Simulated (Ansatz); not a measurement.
# Ca (Fm-3m, 1 atom in the cell): phonons and vibrational spectra, part 2 of 2

How does Ca (Fm-3m, 1 atom in the cell) vibrate, and is this structure a minimum?

Ansatz 0.2.0; DFT PBEsol, scalar-relativistic, plane waves, PAW.

So far. Step 3 (Tight relaxation): The forces vanish by symmetry and the pressure is -0.005 GPa, within the tolerances set. The cell now holds 40.57 Å³/atom. The relaxed cell has a = 5.455 Å (conventional setting).

**4. Response at finite wavevector**

Stability and thermal properties need the whole zone. Linear response on a 4×4×4 q mesh gives force constants as far as a supercell of that size would.

input.yaml reads:

```yaml
crystal:
  lattice:
    - [0.0, 2.7273233847, 2.7273233847]
    - [2.7273233847, 0.0, 2.7273233847]
    - [2.7273233847, 2.7273233847, 0.0]
  atoms:
    - { symbol: Ca, position: [0.0, 0.0, 0.0] }
kpoints:
  mp_grid: { grid: [16, 16, 16] }
hamiltonian:
  xc: pbesol
scf:
  occupations: { method: methfessel_paxton, width: 0.15 }
output:
  eigenvalues: true
phonons:
  method: dfpt
  qmesh: [4, 4, 4]
  temperatures: { t_max: 1000, t_step: 50 }
  qpath:
    path:
      - [[0.0, 0.0, 0.0], [0.5, 0.0, 0.5], [0.625, 0.25, 0.625]]
      - [[0.375, 0.375, 0.75], [0.0, 0.0, 0.0], [0.5, 0.5, 0.5], [0.5, 0.25, 0.75], [0.5, 0.0, 0.5]]
    npoints: 10
```

Launch:

```
$ ansatz run input.yaml --threads 4 --pin off --max-ram 7168MiB --backend cpu --events-out ev --progress --plain --runs-dir out
```

Numbers of over 12 decimals in the logs are rounded to 6 here.

What it wrote:

```text
[...]
Crystal: 1 atoms, lattice volume = 40.573 Å³
Basis set: ecut = 420 eV, 821 PW (Γ), exchange–correlation on 54×54×54 points (8 copies of the dense FFT grid, shifted against one another)
Bands: 9, of which v1, the nominal top of the filled ones, is band 5 counted from 1 (4 counted from 0)
Symmetry: 48 space group operations
k-points: 145 of 4096
[...]
SCF iter   1: F=—  HF=-1793.732833 eV  |F-HF|=—  |Δ(HF+E_count)|=         —  Δρ=2.12e-3  dr2=1.76e-3  ethr=1.77e-3  ⟨swp⟩=5.6  Hψ=10324  notcnv=0
[...]
SCF iter   6: F=-1793.732160 eV  HF=-1793.732160 eV  |F-HF|=2.05e-12  |Δ(HF+E_count)|=   5.51e-9  S|Δr|=    0.00e0  Δρ=2.73e-7  dr2=6.71e-12  ethr=1.00e-12  ⟨swp⟩=4.7  Hψ=6189  notcnv=0
SCF 1 converged in 6 iterations: F = -1793.732160 eV  dr2 = 6.71e-12
[...]
NSCF: frozen V_eff on 145 k-points
[...]
DFPT response loops at q = (0, 0, 0) (fractional): preconditioner auto → Kerker (q_TF=auto, 2.160 Å⁻¹) (partly filled bands, converged f_vac=0.000); β = 1.00, the filter's whole step (`scf.mixing.beta` (0.50) is not read by the response loops under this deck's `scf.mixing.preconditioner`; to damp them name `kerker` or `kerker_dos`, under which they read `scf.mixing.beta`, and type it under 1.00, their step now; both keys bind the ground state too); Broyden in place of MSR1
[...]
SCF converged after 6 iterations
[...]
Free energy (F): -1793.732160 eV
[...]
Internal energy: -1793.729959 eV  (E = F + TS)
E sigma→0 (E₀):  -1793.731610 eV
Entropy (-TS):   -0.002201 eV (-2.201 meV/atom)
Fermi energy:    5.151686 eV
[...]
--- Band table (eV; the first three rows and the last of 145) ---
[...]
--- Phonons (Γ-DFPT): 1 representative perturbation + reference (Σ response iterations 3) ---
  ASR residual: 2.771e-5 → 0.000e0 eV/Å²; symmetrization residual: 9.505e-14 eV/Å²
  ASR residual per site (eV/Å²): 2.77e-5
  Γ frequencies (cm⁻¹): 0.00 0.00 0.00
--- Phonons (arbitrary-q DFPT): 8 irreducible q on the 4×4×4 mesh ---
  q = [0.0000, 0.0000, 0.0000] (star 1, of the zone-centre solve; hermiticity 3.37e-10, symmetrization 3.27e-9): -0.00 0.00 0.00
  q = [0.0000, 0.0000, 0.2500] (star 8, 1 solved perturbation on 2176 of 4096 k-point pairs; hermiticity 8.95e-14, symmetrization 3.48e-13): 52.98 52.98 117.38
[...]
q = [0.0000, 0.2500, 0.2500] (star 6, 2 solved perturbations in 1808 linear systems a pass and spin channel, the states on 1160 of 4096 k-point pairs; hermiticity 1.51e-13, symmetrization 2.18e-13): 92.22 92.22 113.84
[...]
sum rule: each row above includes the acoustic sum rule's correction from the zone centre's row sums; it moved no ω² by more than (0.43 cm⁻¹)²
  mesh force constants: q→R imaginary residual 0.00e0; ASR residual 2.771e-5 → 0.000e0 eV/Å²; symmetrization residual 1.332e-15 eV/Å²
  interpolated dispersion: 62 rows × 3 modes
  density of states and harmonic sums: on the 20×20×20 q-mesh, interpolated from the force constants of a 4×4×4 supercell (no non-analytic term)
  largest difference from the sums on the solved wave vectors: F 1.26e-2 eV, S 1.66e-5 and C_V 4.01e-6 eV/K
  zero-point energy: 0.021279 eV/cell   skipped modes (ω ≤ 0): 3   left out of the sums: 1.25e-4 of the cell's modes: C_V's classical limit lies that fraction below 3 k_B per atom; for a crystal, a wire or a layer, F and S can be off by more, and a phonons.interpolated_qmesh denser along its periods is the remedy for the sampling
```

Elapsed: 1.8 min, on 4 threads of Arm Neoverse V2, shared host; peak memory 3.1 GiB.

In the SCF lines HF is the Harris–Foulkes energy and dr2 the Hartree energy of the density residual, in eV; the loop may stop once dr2 is under the threshold and the program's other checks hold. Hψ counts applications of the Hamiltonian.

Numbers from this step:

```yaml
sum_rule_residual_before_enforcement: 2.77e-5 eV/Å²
lowest_frequency_on_the_path: 0 cm⁻¹
highest_frequency_on_the_path_or_at_a_solved_wavevector: 170.8 cm⁻¹
mean_frequency: 114.4 cm⁻¹
debye_temperature_second_moment: 221 K
logarithmic_mean_frequency: 108.6 cm⁻¹
lowest_mode_on_the_q_mesh_acoustic_modes_at_gamma_apart: 52.98 cm⁻¹
zero_point_energy_per_atom: 21.28 meV
heat_capacity_at_300_k: 24.28 J/(mol atoms K)
vibrational_entropy_at_300_k: 41.54 J/(mol atoms K)
```

Frequencies (cm⁻¹) solved at each irreducible wavevector; negative means imaginary. Frequencies by wavevector, by row:

```tsv
q in reciprocal lattice units	star	mode 1	mode 2	mode 3
0 0 0	1	0	0	0
0 0 0.25	8	53	53	117.4
0 0 -0.5	4	78.6	78.6	157.6
0 0.25 0.25	6	92.2	92.2	113.8
0 0.25 -0.5	24	107.2	119.9	156.7
0 0.25 -0.25	12	74	126.2	137
0 -0.5 -0.5	3	131.1	131.1	170.8
0.25 -0.5 -0.25	6	110.3	152.8	152.8
```

Interpolated from a 4×4×4 q mesh. The phonon branches at the labelled points (cm⁻¹):

```tsv
point	branch 1	branch 2	branch 3
Γ	0	0	0
halfway	92	92	114
X	131	131	171
halfway	127	133	168
U	115	138	161
jump to K	115	138	161
halfway	51	100	122
Γ	0	0	0
halfway	53	53	117
L	79	79	158
halfway	95	122	156
W	110	153	153
halfway	121	138	166
X	131	131	171
```

The phonon branches as a text plot (rows in cm⁻¹):

```
    167 |           *****                                    ****
    160 |         **     **                      ****       *
    153 |                  *                   **    *******
    146 |        *          *                 *             *
    139 |                ******                         *    **
    132 |       *   *****    ***             *         *       **
    125 |         **   **       *                     *       *
    117 |        *       **    *            *               **
    110 |      *                 *                   *   ***
    103 |       *          *    *                      **
     96 |                                  *        * *
     89 |    ***            *     **               ***
     82 |                    **  *               ***
     75 |    **                           *    **
     68 |   *                  *              *
     60 |   *                     ***        *
     53 |                       *        *  *
     46 |  *                               *
     39 |  *                     *  *
     32 |                            *    *
     25 | *                       ** *  **
     18 | *                         *
     11 |                            *  *
      4 |*                            **
         Γ           X  U|K            Γ         L        W     X
```

The phonon density of states has structure finer than the step of the table below, so its rows give means over 10 cm⁻¹, whole bins alone (the curve runs from 1 to 171 cm⁻¹). Peaks (cm⁻¹: height): 109.0: 0.0341, 155.0: 0.0673.

Tetrahedra on a 20×20×20 mesh, mean over bins of 2 cm-1. Interpolated from a 4×4×4 q mesh. The phonon density of states by wavenumber; means over each step:

wavenumber (cm⁻¹), phonon density of states (1/cm⁻¹/cell) and a bar:
```
       10     0.0002 
       20     0.0010 #
       30     0.0023 ##
       40     0.0040 ###
       50     0.0062 #####
       60     0.0091 #######
       70     0.0136 ###########
       80     0.0223 ###################
       90     0.0267 ######################
      100     0.0301 #########################
      110     0.0317 ###########################
      120     0.0273 #######################
      130     0.0291 ########################
      140     0.0288 ########################
      150     0.0358 ##############################
      160     0.0280 #######################
```

Second derivatives of the energy by pair, one row for each kind of neighbour of each atom listed. Each entry sums the pair over the periodic images of the supercell that the q mesh stands for, and in a polar crystal it holds the long-range dipole part too. Force constants by pair, by row:

```tsv
atom	neighbour	distance (Å)	third of the trace (eV/Å²)	along the pair's line (eV/Å²)
Ca1	itself	0	2.087	–
Ca1	Ca	3.857	-0.1883	-0.5141
Ca1	Ca	5.455	0.0451	0.1333
Ca1	Ca	6.681	-0.0044	-0.0203
```

Harmonic thermodynamic functions per atom, from the density of states. Interpolated from a 4×4×4 q mesh. Thermodynamic functions, by row:

```tsv
T (K)	F_vib (meV/atom)	S (J/mol-atom/K)	C_V (J/mol-atom/K)
0	21.28	0	0
50	20.42	5.574	11.26
100	14.61	16.6	19.81
200	-11.19	31.84	23.48
300	-49.53	41.54	24.28
400	-96.4	48.57	24.56
500	-149.7	54.07	24.7
600	-208.1	58.58	24.77
700	-270.9	62.4	24.82
800	-337.3	65.72	24.84
900	-407	68.64	24.86
1000	-479.5	71.27	24.88
```

Harmonic mean-square displacement, third of the trace. Interpolated from a 4×4×4 q mesh. Mean square displacements, by row:

```tsv
T (K)	Ca1 U_eq (Å²)
0	0.00417
100	0.00832
300	0.02241
600	0.04433
```

Symmetry leaves 8 wavevectors to solve. The lowest mode among them, the acoustic zeros apart, lies at q = (0, 0, 0.25) and is real, 53.0 cm⁻¹.

**5. Finite displacements in a supercell**

Finite displacements in a 2×2×2 supercell give force constants from forces alone. They are exact at the wavevectors that the supercell holds, where they check the linear-response result.

input.yaml, as its differences from that of step 4:

```diff
@@ -16,4 +16,4 @@
 phonons:
-  method: dfpt
-  qmesh: [4, 4, 4]
+  method: fd
+  supercell: [2, 2, 2]
   temperatures: { t_max: 1000, t_step: 50 }
```

What it wrote:

```text
[...]
Crystal: 8 atoms, lattice volume = 324.586 Å³
Basis set: ecut = 420 eV, 6375 PW (Γ), exchange–correlation on 108×108×108 points (8 copies of the dense FFT grid, shifted against one another)
Bands: 58, of which v1, the nominal top of the filled ones, is band 40 counted from 1 (39 counted from 0)
Symmetry: 384 space group operations
k-points: 29 of 512
[...]
SCF iter   1: F=—  HF=-14349.857278 eV  |F-HF|=—  |Δ(HF+E_count)|=         —  Δρ=1.90e-8  dr2=1.28e-12  ethr=1.00e-12  ⟨swp⟩=3.0  Hψ=4311  notcnv=0
[...]
SCF iter   2: F=-14349.857278 eV  HF=-14349.857278 eV  |F-HF|=1.82e-12  |Δ(HF+E_count)|=  1.82e-12  S|Δr|=    0.00e0  Δρ=9.94e-9  dr2=3.80e-13  ethr=1.00e-12  ⟨swp⟩=2.9  Hψ=3065  notcnv=0
SCF 1 converged in 2 iterations: F = -14349.857278 eV  dr2 = 3.80e-13
[...]
Symmetry: 8 space group operations
k-points: 59 of 512 (time reversal used)
[...]
SCF iter   6: F=-14349.857272 eV  HF=-14349.857272 eV  |F-HF|=3.64e-12  |Δ(HF+E_count)|=  2.55e-11  S|Δr|=    0.00e0  Δρ=3.09e-8  dr2=3.50e-12  ethr=1.00e-12  ⟨swp⟩=5.6  Hψ=12714  notcnv=0
SCF 2 converged in 6 iterations: F = -14349.857272 eV  dr2 = 3.50e-12
[...]
SCF converged after 2 iterations
[...]
Free energy (F): -14349.857278 eV
[...]
Internal energy: -14349.839673 eV  (E = F + TS)
E sigma→0 (E₀):  -14349.852877 eV
Entropy (-TS):   -0.017605 eV (-2.201 meV/atom)
Fermi energy:    5.151685 eV
[...]
--- Band table (eV; the first three rows and the last of 29) ---
  k-point 0: bands = [... 36 lower, 4.1324, 4.6533, 4.6533, 4.6533, 5.0220, 5.0220, 5.0220, 5.0220, ... 14 higher]
  k-point 1: bands = [... 36 lower, 4.1448, 4.6246, 4.6246, 4.6246, 5.0681, 5.0681, 5.0681, 5.3047, ... 14 higher]
  k-point 2: bands = [... 36 lower, 4.1834, 4.5476, 4.5476, 4.5476, 5.1962, 5.1962, 5.1962, 5.7333, ... 14 higher]
  k-point 28: bands = [... 36 lower, 4.7667, 4.7667, 4.7667, 4.7667, 5.9295, 5.9295, 5.9295, 5.9295, ... 14 higher]
--- Phonons: 1 displaced member + reference (amplitude 0.0025 Å, Σ member SCF iterations 6) ---
  symmetry images taken by strict's conditions (phonons.symmetry_images: auto; settled by no image being taken that strict refuses)
  ASR residual: 5.446e-5 → 0.000e0 eV/Å²; symmetrization residual: 1.332e-15 eV/Å²
  largest component of a force at the reference: 5.8e-29 eV/Å
  ASR residual per site (eV/Å²): 5.45e-5
  Γ frequencies (cm⁻¹): 0.00 0.00 0.00
[...]
```

It took 19 s on 4 threads; peak memory 1.4 GiB.

This step gave:

```
atoms in the supercell               : 8
sum-rule residual before enforcement : 5.45e-5 eV/Å²
```

Interpolated from a 2×2×2 supercell, rough between the solved points. The phonon branches at the labelled points (cm⁻¹):

```tsv
point	branch 1	branch 2	branch 3
Γ	0	0	0
halfway	86	86	116
X	131	131	171
halfway	128	135	167
U	118	142	156
jump to K	118	142	156
halfway	65	90	122
Γ	0	0	0
halfway	56	56	112
L	79	79	158
halfway	102	119	156
W	127	148	148
halfway	129	136	164
X	131	131	171
```

The phonon branches as a text plot (rows in cm⁻¹):

```
    167 |           ****                                      ***
    160 |         **    **                       ****       **
    153 |        *        *                    **    ****  *
    146 |                  ****                          ***
    139 |               ***                   *         *   **
    132 |       *   ****    *  *                       *      ***
    125 |         **   **    ** *            *           *****
    117 |      *         **                           * *
    110 |        *         *                *        * *
    103 |       *           *  * *                    *
     96 |    **                            *        **
     89 |      *             ** *                  **
     82 |                         **             ***
     75 |   *                  * *        *    **
     68 |    **                 *             *
     60 |                           *        *
     53 |   *                    ***        *
     46 |  *                             * *
     39 |                         ***     *
     32 |  *                         *
     25 | *                         *   **
     18 | *                          *
     11 |                            *  *
      4 |*                            **
         Γ           X  U|K            Γ         L        W     X
```

The phonon density of states has structure finer than the step of the table below, so its rows give means over 10 cm⁻¹, whole bins alone (the curve runs from 1 to 171 cm⁻¹). Peaks (cm⁻¹: height): 125.0: 0.0366, 155.0: 0.0684.

Tetrahedra on a 20×20×20 mesh, mean over bins of 2 cm-1. Interpolated from a 2×2×2 supercell, rough between the solved points. Phonon density of states against wavenumber; means over each step:

```tsv
wavenumber (cm⁻¹)	phonon density of states (1/cm⁻¹/cell)
10	1.6e-4
20	7.7e-4
30	0.00184
40	0.00336
50	0.00553
60	0.00855
70	0.0133
80	0.0224
90	0.0264
100	0.0288
110	0.0315
120	0.0347
130	0.0304
140	0.0268
150	0.0418
160	0.0213
```

**6. Summary of results**

```json
{
  "space group after relaxation (within 0.01 Å)": "Fm-3m",
  "volume per atom": "40.6 Å³",
  "electronic character": "no gap on this mesh",
  "lowest mode on the q mesh (acoustic modes at Γ apart)": "53.0 cm⁻¹",
  "highest frequency on the path or at a solved wavevector": "171 cm⁻¹",
  "zero-point energy per atom": "21.3 meV",
  "heat capacity at 300 K": "24.3 J/(mol atoms K)",
  "vibrational entropy at 300 K": "41.5 J/(mol atoms K)",
  "Debye temperature (second moment)": "221 K",
  "imaginary modes on the 4×4×4 q mesh": "none"
}
```

In words: The structure is a minimum as far as tested: no mode is imaginary at the 8 irreducible wavevectors of the 4×4×4 mesh, and the softest away from the acoustic zeros lies at 53 cm⁻¹. With no gap, or one that is small against the smearing, the frequencies hang on the k mesh and the smearing, most of all near Kohn anomalies. These are harmonic frequencies at zero temperature: anharmonic shifts, linewidths and thermal expansion are left out.

[Logs are printed without paths, hosts, clocks, repeated set-up lines and the standing remarks that a program may print on its own settings, such as how far it seeks lower states.]

[Hosts, paths, dates, database ids (printed as entryN), source tags and the programs' standing remarks are cut or masked in the printed files.]
